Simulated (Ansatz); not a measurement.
# How fast states decay through Rb3Cl2F, part 2 of 3

Aim: relax a made-up compound, Rb3Cl2F, and see how good a tunnel barrier it would be. It is built by putting Rb for Na, F for Br in the Na3BrCl2 structure of space group P-3m1, with the volume rescaled by atomic radii. The parent structure comes from the Materials Project.

Ansatz 0.2.0; r2SCAN DFT, plane waves, PAW files (the session's first sound run).

So far. Step 2 (Relaxing the new crystal): The largest force component on a free atom ends at 0.017 eV/Å.

The structure was built from a prototype and need not be the compound's stable phase.

**3. The bulk crystal and its band edges**

The energy window and the wavevectors of the next steps follow from the band edges, so these are searched first, off the mesh as well.

Input file input.yaml:

```yaml
crystal:
  lattice:
    - [4.4165928904, 0.0, 0.0]
    - [-2.2082964452, 3.8248816412, 0.0]
    - [0.0, 0.0, 10.9537520947]
  atoms:
    - { symbol: Rb, position: [0.0, 0.0, 0.5] }
    - { symbol: Rb, position: [0.3333333333, 0.6666666667, 0.1315901289] }
    - { symbol: Rb, position: [0.6666666667, 0.3333333333, 0.8684098711] }
    - { symbol: F, position: [0.0, 0.0, 0.0] }
    - { symbol: Cl, position: [0.3333333333, 0.6666666667, 0.6851351605] }
    - { symbol: Cl, position: [0.6666666667, 0.3333333333, 0.3148648395] }
kpoints:
  mp_grid: { grid: [6, 6, 2] }
  band_path: { path: [VBM, CBM], npoints: 30 }
scf:
  occupations: { method: fixed }
hamiltonian:
  xc: r2scan
output:
  eigenvalues: true
  write_potential: true
  write_density: true
  volumetric_format: npy
  elf: true
```

Launch:

```sh
$ ansatz run input.yaml --threads 2 --pin off --max-ram 4096MiB --backend cpu --events-out ev --progress --plain --runs-dir out
```

Numbers of over 12 decimals in the logs are rounded to 6 here.

The program printed:

```text
[...]
Crystal: 6 atoms, lattice volume = 185.041 Å³
Basis set: ecut = 500 eV, 4671 PW (Γ), exchange–correlation on 144×144×320 points (64 copies of the dense FFT grid, shifted against one another)
Bands: 30, of which v1, the nominal top of the filled ones, is band 24 counted from 1 (23 counted from 0)
Symmetry: 12 space group operations
[...]
k-points: 14 of 72
[...]
SCF iter   1: F=—  HF=-12822.249549 eV  |F-HF|=—  |Δ(HF+E_count)|=         —  Δρ=4.55e-3  dr2=2.61e-2  dr2_τ=2.72e-2  ethr=1.77e-3  ⟨swp⟩=5.0  Hψ=1673  notcnv=0  defer=31
[...]
SCF iter   7: F=-12822.335122 eV  HF=-12822.335122 eV  |F-HF|=4.21e-9  |Δ(HF+E_count)|=   3.25e-7  Δρ=2.50e-6  dr2=1.42e-8  dr2_τ=1.62e-9  ethr=2.08e-10  ⟨swp⟩=11.8  Hψ=2139  notcnv=0
SCF 1 converged in 7 iterations: F = -12822.335122 eV  dr2 = 1.42e-8
[...]
NSCF: frozen V_eff on 34 k-points
[...]
SCF converged after 7 iterations
Free energy (F): -12822.335122 eV
[...]
Internal energy: -12822.335122 eV  (E = F + TS)
E sigma→0 (E₀):  -12822.335122 eV
Fermi energy:    1.121034 eV
[...]
--- Band table (eV; the first three rows and the last of 14) ---
  k-point 0: bands = [... 20 lower, 0.9695, 0.9695, 1.1210, 1.1210, 6.6862, 8.7210, 8.7508, 9.0146, ... 2 higher]
  k-point 1: bands = [... 20 lower, 0.9908, 0.9908, 1.1016, 1.1016, 7.2978, 7.4114, 8.8781, 9.3810, ... 2 higher]
  k-point 2: bands = [... 20 lower, 0.9022, 0.9354, 0.9605, 1.0761, 7.2565, 8.7568, 8.8932, 9.0996, ... 2 higher]
  k-point 13: bands = [... 20 lower, 0.6940, 0.7701, 0.7701, 0.7968, 9.2540, 9.2540, 9.4583, 9.4583, ... 2 higher]
```

Wall time 22 s (2 threads of Intel Xeon Platinum 8175M at 2.50GHz (Skylake/Cascade Lake), shared host); peak memory 0.83 GiB; 44 s of CPU time.

This step gave:

```
Fermi energy        : 1.121 eV
gap on the k-mesh   : 5.565 eV
gap on path         : 5.565 eV, by band count; negative where bands overlap
direct gap on path  : 5.565 eV
edge places on path : 0, 0 1/A along the path
```

Levels at VBM (eV): -0.98, -0.90, -0.90, -0.79, -0.23, -0.15, -0.15, 0.00, 0.00, 5.57, 7.60, 7.63, 7.89.

ELF in the ac plane at fractional y = 0.000, with atoms of Rb and F within 0.2 Å of it. It is the smooth field of the valence electrons, not physical close to the nuclei.

Values, 24 rows by 14 columns, each cell a mean:
```
0.70 0.78 0.75 0.43 0.11 0.02 0.03 0.04 0.02 0.03 0.20 0.60 0.78 0.76
0.73 0.67 0.48 0.14 0.03 0.09 0.27 0.33 0.20 0.05 0.05 0.28 0.57 0.71
0.36 0.27 0.11 0.02 0.07 0.28 0.52 0.57 0.44 0.18 0.04 0.04 0.17 0.32
0.05 0.03 0.01 0.02 0.07 0.22 0.35 0.39 0.31 0.15 0.04 0.01 0.01 0.03
0.00 0.00 0.01 0.01 0.02 0.04 0.07 0.07 0.06 0.03 0.02 0.01 0.00 0.00
0.00 0.01 0.02 0.05 0.09 0.12 0.14 0.15 0.14 0.11 0.07 0.03 0.01 0.00
0.00 0.01 0.04 0.18 0.36 0.50 0.57 0.59 0.55 0.46 0.30 0.10 0.02 0.01
0.01 0.01 0.03 0.17 0.44 0.65 0.72 0.74 0.70 0.58 0.34 0.08 0.02 0.01
0.23 0.15 0.05 0.05 0.20 0.49 0.65 0.68 0.61 0.37 0.12 0.03 0.08 0.19
0.78 0.71 0.50 0.15 0.05 0.14 0.35 0.42 0.27 0.08 0.05 0.28 0.60 0.75
0.76 0.84 0.85 0.62 0.20 0.03 0.05 0.07 0.03 0.06 0.34 0.77 0.86 0.81
0.14 0.54 0.86 0.81 0.45 0.06 0.01 0.01 0.01 0.17 0.62 0.86 0.78 0.35
0.41 0.68 0.86 0.77 0.37 0.04 0.01 0.02 0.01 0.12 0.54 0.85 0.83 0.56
0.86 0.85 0.78 0.42 0.09 0.04 0.13 0.19 0.09 0.04 0.17 0.61 0.82 0.86
0.58 0.47 0.23 0.05 0.08 0.28 0.52 0.57 0.44 0.18 0.05 0.10 0.33 0.53
0.06 0.04 0.02 0.09 0.33 0.59 0.70 0.72 0.68 0.50 0.22 0.04 0.02 0.05
0.00 0.01 0.04 0.20 0.46 0.63 0.70 0.72 0.68 0.57 0.37 0.11 0.02 0.01
0.00 0.01 0.03 0.12 0.23 0.33 0.38 0.40 0.37 0.29 0.19 0.07 0.02 0.01
0.00 0.00 0.01 0.02 0.03 0.05 0.06 0.06 0.05 0.04 0.03 0.02 0.01 0.00
0.01 0.01 0.01 0.01 0.04 0.09 0.16 0.18 0.13 0.07 0.03 0.01 0.01 0.01
0.14 0.08 0.02 0.02 0.09 0.29 0.48 0.52 0.42 0.20 0.05 0.01 0.04 0.11
0.55 0.46 0.25 0.05 0.04 0.20 0.45 0.51 0.36 0.12 0.03 0.11 0.34 0.51
0.79 0.77 0.64 0.27 0.05 0.04 0.13 0.17 0.09 0.03 0.10 0.44 0.70 0.78
0.56 0.75 0.78 0.51 0.15 0.02 0.01 0.01 0.01 0.04 0.26 0.66 0.79 0.69
```
Columns run along a (4.4 Å), rows up along c (11.0 Å). Atoms in or near the plane, at fractional coordinates: Rb at (0.00, 0.50), F at (0.00, 0.00).

Electrostatic potential energy in the ac plane at fractional y = 0.000, with atoms of Rb and F within 0.2 Å of it. With pseudopotentials it is smooth inside the atoms' cores, unlike the true potential.

Ten even steps from '0' (-42 eV) to '9' (9 eV), each cell a mean:
```
13899999999962
89999999999999
99999988899999
99999988899999
99999999999999
99999999999999
99999999999999
99999999999999
99999999999999
77899999999887
01589999998741
00178999998500
00378999998610
34789999999864
88999999999988
99999999999999
99999999999999
99999999999999
99999999999999
99999999999999
99999988899999
99999988999999
57999999999996
02799999999951
```
Columns run along a (4.4 Å; values clipped at the 3rd and 97th percentile), rows up along c (11.0 Å). Atoms in or near the plane, at fractional coordinates: Rb at (0.00, 0.50), F at (0.00, 0.00).

Valence density in the ac plane at fractional y = 0.000, with atoms of Rb and F within 0.2 Å of it. It is the smooth field of the valence electrons, not physical close to the nuclei.

Values in e/Å³, 24 rows by 14 columns, each cell a mean:
```
 7  4  1  0  0  0  0  0  0  0  0  0  2  5
 1  1  0  0  0  0  0  0  0  0  0  0  0  1
 0  0  0  0  0  0  0  0  0  0  0  0  0  0
 0  0  0  0  0  0  0  0  0  0  0  0  0  0
 0  0  0  0  0  0  0  0  0  0  0  0  0  0
 0  0  0  0  0  0  0  0  0  0  0  0  0  0
 0  0  0  0  0  0  0  0  0  0  0  0  0  0
 0  0  0  0  0  0  0  0  0  0  0  0  0  0
 0  0  0  0  0  0  0  0  0  0  0  0  0  0
 1  0  0  0  0  0  0  0  0  0  0  0  0  0
 2  2  1  0  0  0  0  0  0  0  0  1  1  2
 1  2  2  1  0  0  0  0  0  0  0  1  2  2
 2  2  1  0  0  0  0  0  0  0  0  1  2  2
 1  1  1  0  0  0  0  0  0  0  0  0  1  1
 0  0  0  0  0  0  0  0  0  0  0  0  0  0
 0  0  0  0  0  0  0  0  0  0  0  0  0  0
 0  0  0  0  0  0  0  0  0  0  0  0  0  0
 0  0  0  0  0  0  0  0  0  0  0  0  0  0
 0  0  0  0  0  0  0  0  0  0  0  0  0  0
 0  0  0  0  0  0  0  0  0  0  0  0  0  0
 0  0  0  0  0  0  0  0  0  0  0  0  0  0
 0  0  0  0  0  0  0  0  0  0  0  0  0  0
 3  2  0  0  0  0  0  0  0  0  0  0  1  2
11  6  1  0  0  0  0  0  0  0  0  0  3  8
```
Columns run along a (4.4 Å), rows up along c (11.0 Å). Atoms in or near the plane, at fractional coordinates: Rb at (0.00, 0.50), F at (0.00, 0.00).

The searched edges give 5.57 eV, as on the mesh.

**4. Decaying states in the gap**

This step: r2SCAN DFT, plane waves, PAW files; complex bands by layer matching along the plane's normal (Ansatz 0.2.0).

The same crystal is laid in a cell whose first two vectors span the (001) plane (indices of the standard conventional cell, whose axes can be ordered otherwise than in the bulk input). At fixed energy and wavevector in the plane the solver finds all kz, real and complex. A few wavevectors are listed, (0, 0) and (0.5, 0) in units of the plane's reciprocal vectors; the slowest state needn't be among them.

Input file input.yaml:

```yaml
crystal:
  lattice:
    - [4.41659289, 0.0, 0.0]
    - [2.208296445, 3.824881641, 0.0]
    - [0.0, 0.0, 10.953752095]
  atoms:
    - { symbol: Rb, position: [0.0, 0.0, 0.5] }
    - { symbol: Rb, position: [0.6666666667, 0.6666666667, 0.1315901289] }
    - { symbol: Rb, position: [0.3333333333, 0.3333333333, 0.8684098711] }
    - { symbol: F, position: [0.0, 0.0, 0.0] }
    - { symbol: Cl, position: [0.6666666667, 0.6666666667, 0.6851351605] }
    - { symbol: Cl, position: [0.3333333333, 0.3333333333, 0.3148648395] }
kpoints:
  mp_grid: { grid: [6, 6, 2] }
scf:
  occupations: { method: fixed }
hamiltonian:
  xc: r2scan
output:
  eigenvalues: true
  transmission:
    leads: [[0, 0]]
    kpoints: [[0.0, 0.0], [0.5, 0.0]]
    e_range: [-1.0, 6.57]
    de: 0.15
```

The program printed:

```text
[...]
Crystal: 6 atoms, lattice volume = 185.041 Å³
Basis set: ecut = 500 eV, 4671 PW (Γ), exchange–correlation on 144×144×320 points (64 copies of the dense FFT grid, shifted against one another)
Bands: 30, of which v1, the nominal top of the filled ones, is band 24 counted from 1 (23 counted from 0)
Symmetry: 12 space group operations
[...]
k-points: 14 of 72
[...]
SCF iter   1: F=—  HF=-12822.249547 eV  |F-HF|=—  |Δ(HF+E_count)|=         —  Δρ=4.55e-3  dr2=2.61e-2  dr2_τ=2.72e-2  ethr=1.77e-3  ⟨swp⟩=5.0  Hψ=1673  notcnv=0  defer=31
[...]
SCF iter   7: F=-12822.335122 eV  HF=-12822.335122 eV  |F-HF|=4.07e-9  |Δ(HF+E_count)|=   3.26e-7  Δρ=2.53e-6  dr2=1.45e-8  dr2_τ=1.68e-9  ethr=2.08e-10  ⟨swp⟩=11.9  Hψ=2151  notcnv=0
SCF 1 converged in 7 iterations: F = -12822.335122 eV  dr2 = 1.45e-8
[...]
transmission: 20 of 40 steps passed
transmission: 40 of 40 steps passed
SCF converged after 7 iterations
Free energy (F): -12822.335122 eV
[...]
Internal energy: -12822.335122 eV  (E = F + TS)
E sigma→0 (E₀):  -12822.335122 eV
Fermi energy:    1.121035 eV
[...]
--- Band table (eV; the first three rows and the last of 14) ---
  k-point 0: bands = [... 20 lower, 0.9695, 0.9695, 1.1210, 1.1210, 6.6862, 8.7210, 8.7508, 9.0146, ... 2 higher]
  k-point 1: bands = [... 20 lower, 0.9908, 0.9908, 1.1016, 1.1016, 7.2977, 7.4114, 8.8781, 9.3810, ... 2 higher]
  k-point 2: bands = [... 20 lower, 0.9022, 0.9354, 0.9605, 1.0761, 7.2565, 8.7568, 8.8932, 9.0996, ... 2 higher]
  k-point 13: bands = [... 20 lower, 0.6940, 0.7701, 0.7701, 0.7968, 9.2540, 9.2540, 9.4583, 9.4583, ... 2 higher]
--- Transmission ---
  basis      : 169 plane waves across, 20 finite elements along
  points     : 2, as listed
  energies   : 51 from -1.000000 to 6.500000 eV about the Fermi level, 0.150000 eV apart; the leads are filled to 2.782566 eV, and channels, transmission and decay are at 2.750000 eV
  crystal 0  : Cl2Rb3F1, at the sites [0, 0], period 10.9538 Å: whole cells are its period
    offset         : up to 0.0000 Å between an atom of the period and one for which it stands
    channels       : 0.000000e0 a spin
    conductance    : none, the energies end too early or step too widely for 300 K: set another output.transmission.e_range or a lower de, or, where they end at an eighth of basis.ecutwfc, a higher one
    slowest decay  : 0.4568 /Å at (0.0000, 0.0000)
```

The job ended after 42 s (2 threads; peak memory 1 GiB).

Numbers from this step:

```
level to which the leads are filled                       : 2.783 eV from the Fermi level
decay constant at the filling level, zone centre          : 0.4568 Å⁻¹
decay constant at the filling level, slowest listed point : 0.4568 Å⁻¹
```

K parallel (0, 0); values up to 1.5 1/Å, a degenerate pair printed once or twice; energies at which all values exceed this have no row. Im kz of the slowest decaying states against energy, zero at the highest filled level on the SCF mesh:

| energy (eV) | decay 1 (Å⁻¹) | decay 2 (Å⁻¹) | decay 3 (Å⁻¹) | decay 4 (Å⁻¹) |
| --- | --- | --- | --- | --- |
| -1.000 | 0.503 | 1.07 | 1.30 | - |
| -0.550 | 0.0426 | 0.474 | 1.06 | 1.27 |
| 0.050 | 0.266 | 0.269 | 1.04 | 1.24 |
| 0.500 | 0.381 | 0.587 | 1.03 | 1.22 |
| 0.950 | 0.433 | 0.697 | 1.01 | 1.19 |
| 1.550 | 0.464 | 0.777 | 0.985 | 1.16 |
| 2.000 | 0.470 | 0.813 | 0.963 | 1.13 |
| 2.450 | 0.465 | 0.838 | 0.940 | 1.09 |
| 3.050 | 0.445 | 0.859 | 0.906 | 1.05 |
| 3.500 | 0.419 | 0.868 | 0.879 | 1.01 |
| 3.950 | 0.384 | 0.849 | 0.872 | 0.977 |
| 4.550 | 0.317 | 0.806 | 0.871 | 0.925 |
| 5.000 | 0.244 | 0.770 | 0.860 | 0.891 |
| 5.450 | 0.113 | 0.731 | 0.824 | 0.875 |
| 6.050 | 0.671 | 0.758 | 0.866 | - |
| 6.500 | 0.617 | 0.701 | 0.863 | - |

K parallel (0.5, 0); values up to 1.5 1/Å, a degenerate pair printed once or twice; energies at which all values exceed this have no row. Im kz of the slowest decaying states against energy, zero at the highest filled level on the SCF mesh:

```
energy (eV)  decay 1 (Å⁻¹)  decay 2 (Å⁻¹)  decay 3 (Å⁻¹)  decay 4 (Å⁻¹)
     -1.000          0.549          0.766          0.984           1.35
     -0.550         0.0946          0.316          0.455           1.02
      0.050          0.414          0.485          0.615           1.02
      0.500          0.578          0.735          0.743           1.02
      0.950          0.687          0.820          0.882           1.03
      1.550          0.755          0.930           1.02           1.02
      2.000          0.759          0.858          0.979           1.03
      2.450          0.747          0.817          0.998           1.03
      3.050          0.715          0.794          0.989           1.03
      3.500          0.683          0.782          0.975           1.02
      3.950          0.644          0.772          0.956           1.01
      4.550          0.584          0.759          0.923          0.981
      5.000          0.529          0.752          0.888          0.955
      5.450          0.464          0.756          0.830          0.922
      6.050          0.349          0.743          0.868          0.963
      6.500          0.213          0.695          0.819          0.934
```

At the listed wavevectors the last open channel is at -0.25 eV and the next at +5.60 eV on the grid. At +2.75 eV, the grid energy nearest the filling level (the middle of the gap on the SCF mesh), the slowest state at the listed wavevectors decays with κ = 0.457 Å⁻¹, its amplitude falling by e over 2.2 Å. Through 1 nm of this crystal that state's transmission falls by exp(−2 × 0.457 Å⁻¹ × 10 Å) = 1.1e-4.

**5. Decay over the two-dimensional zone**

The listed points could miss the slowest state, so one energy near mid-gap is solved on a mesh of 12×12.

input.yaml, as its differences from that of step 4:

```diff
@@ -20,6 +20,2 @@
   eigenvalues: true
-  transmission:
-    leads: [[0, 0]]
-    kpoints: [[0.0, 0.0], [0.5, 0.0]]
-    e_range: [-1.0, 6.57]
-    de: 0.15
+  transmission: { leads: [[0, 0]], kmesh: [12, 12], e_range: [2.78, 2.79], de: 0.05 }
```

The program printed:

```text
[...]
Crystal: 6 atoms, lattice volume = 185.041 Å³
Basis set: ecut = 500 eV, 4671 PW (Γ), exchange–correlation on 144×144×320 points (64 copies of the dense FFT grid, shifted against one another)
Bands: 30, of which v1, the nominal top of the filled ones, is band 24 counted from 1 (23 counted from 0)
Symmetry: 12 space group operations
[...]
k-points: 14 of 72
[...]
SCF iter   1: F=—  HF=-12822.249547 eV  |F-HF|=—  |Δ(HF+E_count)|=         —  Δρ=4.55e-3  dr2=2.61e-2  dr2_τ=2.72e-2  ethr=1.77e-3  ⟨swp⟩=5.0  Hψ=1673  notcnv=0  defer=31
[...]
SCF iter   7: F=-12822.335122 eV  HF=-12822.335122 eV  |F-HF|=4.07e-9  |Δ(HF+E_count)|=   3.26e-7  Δρ=2.53e-6  dr2=1.45e-8  dr2_τ=1.68e-9  ethr=2.08e-10  ⟨swp⟩=11.9  Hψ=2151  notcnv=0
SCF 1 converged in 7 iterations: F = -12822.335122 eV  dr2 = 1.45e-8
[...]
transmission: 38 of 361 steps passed
transmission: 76 of 361 steps passed
[...]
transmission: 361 of 361 steps passed
SCF converged after 7 iterations
Free energy (F): -12822.335122 eV
[...]
Internal energy: -12822.335122 eV  (E = F + TS)
E sigma→0 (E₀):  -12822.335122 eV
Fermi energy:    1.121035 eV
[...]
--- Band table (eV; the first three rows and the last of 14) ---
  k-point 0: bands = [... 20 lower, 0.9695, 0.9695, 1.1210, 1.1210, 6.6862, 8.7210, 8.7508, 9.0146, ... 2 higher]
  k-point 1: bands = [... 20 lower, 0.9908, 0.9908, 1.1016, 1.1016, 7.2977, 7.4114, 8.8781, 9.3810, ... 2 higher]
  k-point 2: bands = [... 20 lower, 0.9022, 0.9354, 0.9605, 1.0761, 7.2565, 8.7568, 8.8932, 9.0996, ... 2 higher]
  k-point 13: bands = [... 20 lower, 0.6940, 0.7701, 0.7701, 0.7968, 9.2540, 9.2540, 9.4583, 9.4583, ... 2 higher]
--- Transmission ---
  basis      : 169 plane waves across, 19 finite elements along
  points     : 19, standing for a mesh of 12 x 12
  energies   : 1 from 2.780000 to 2.780000 eV about the Fermi level; the leads are filled to 2.782566 eV, and channels, transmission and decay are at 2.780000 eV
  crystal 0  : Cl2Rb3F1, at the sites [0, 0], period 10.9538 Å: whole cells are its period
[...]
channels       : 0.000000e0 a spin
    conductance    : none, crystal 0 has no channel at the energies, or these end too early or step too widely for 300 K: set another output.transmission.e_range or a lower de, or, where they end at an eighth of basis.ecutwfc, a higher one
    slowest decay  : 0.4558 /Å at (0.0000, 0.0000)
```

Wall time 26 s (2 threads); peak memory 1 GiB; 51 s of CPU time.

This step gave:

```
least decay constant on the mesh : 0.4558 Å⁻¹
```

Slowest decay constant (1/Å; 0 where a channel is open) over k1 and k2. At 2.7800 eV from the Fermi level.

Values, 12 rows by 12 columns:
```
0.756 0.783 0.820 0.820 0.783 0.756 0.720 0.761 0.761 0.761 0.761 0.720
0.807 0.820 0.821 0.820 0.807 0.761 0.683 0.728 0.739 0.728 0.683 0.761
0.772 0.820 0.820 0.772 0.761 0.728 0.631 0.667 0.667 0.631 0.728 0.761
0.807 0.783 0.807 0.761 0.739 0.667 0.583 0.577 0.583 0.667 0.739 0.761
0.756 0.756 0.761 0.728 0.667 0.577 0.494 0.494 0.577 0.667 0.728 0.761
0.731 0.720 0.683 0.631 0.583 0.494 0.456 0.494 0.583 0.631 0.683 0.720
0.756 0.761 0.728 0.667 0.577 0.494 0.494 0.577 0.667 0.728 0.761 0.756
0.807 0.761 0.739 0.667 0.583 0.577 0.583 0.667 0.739 0.761 0.807 0.783
0.772 0.761 0.728 0.631 0.667 0.667 0.631 0.728 0.761 0.772 0.820 0.820
0.807 0.761 0.683 0.728 0.739 0.728 0.683 0.761 0.807 0.820 0.821 0.820
0.756 0.720 0.761 0.761 0.761 0.761 0.720 0.756 0.783 0.820 0.820 0.783
0.731 0.756 0.807 0.772 0.807 0.756 0.731 0.756 0.807 0.772 0.807 0.756
```
Columns: k1 (b1) from -0.5 to 0.417; rows upwards: k2 (b2) from -0.5 to 0.417.

The least value on the mesh is 0.456 Å⁻¹ at +2.78 eV. At that energy the listed points give about 0.456 Å⁻¹ by interpolation, so the mesh holds no clearly slower state.

(Continued in part 3 of 3.)

[Logs are printed without paths, hosts, clocks, repeated set-up lines and the standing remarks that a program may print on its own settings, such as how far it seeks lower states.]

[Hosts, paths, dates, database ids (printed as entryN), source tags and the programs' standing remarks are cut or masked in the printed files.]
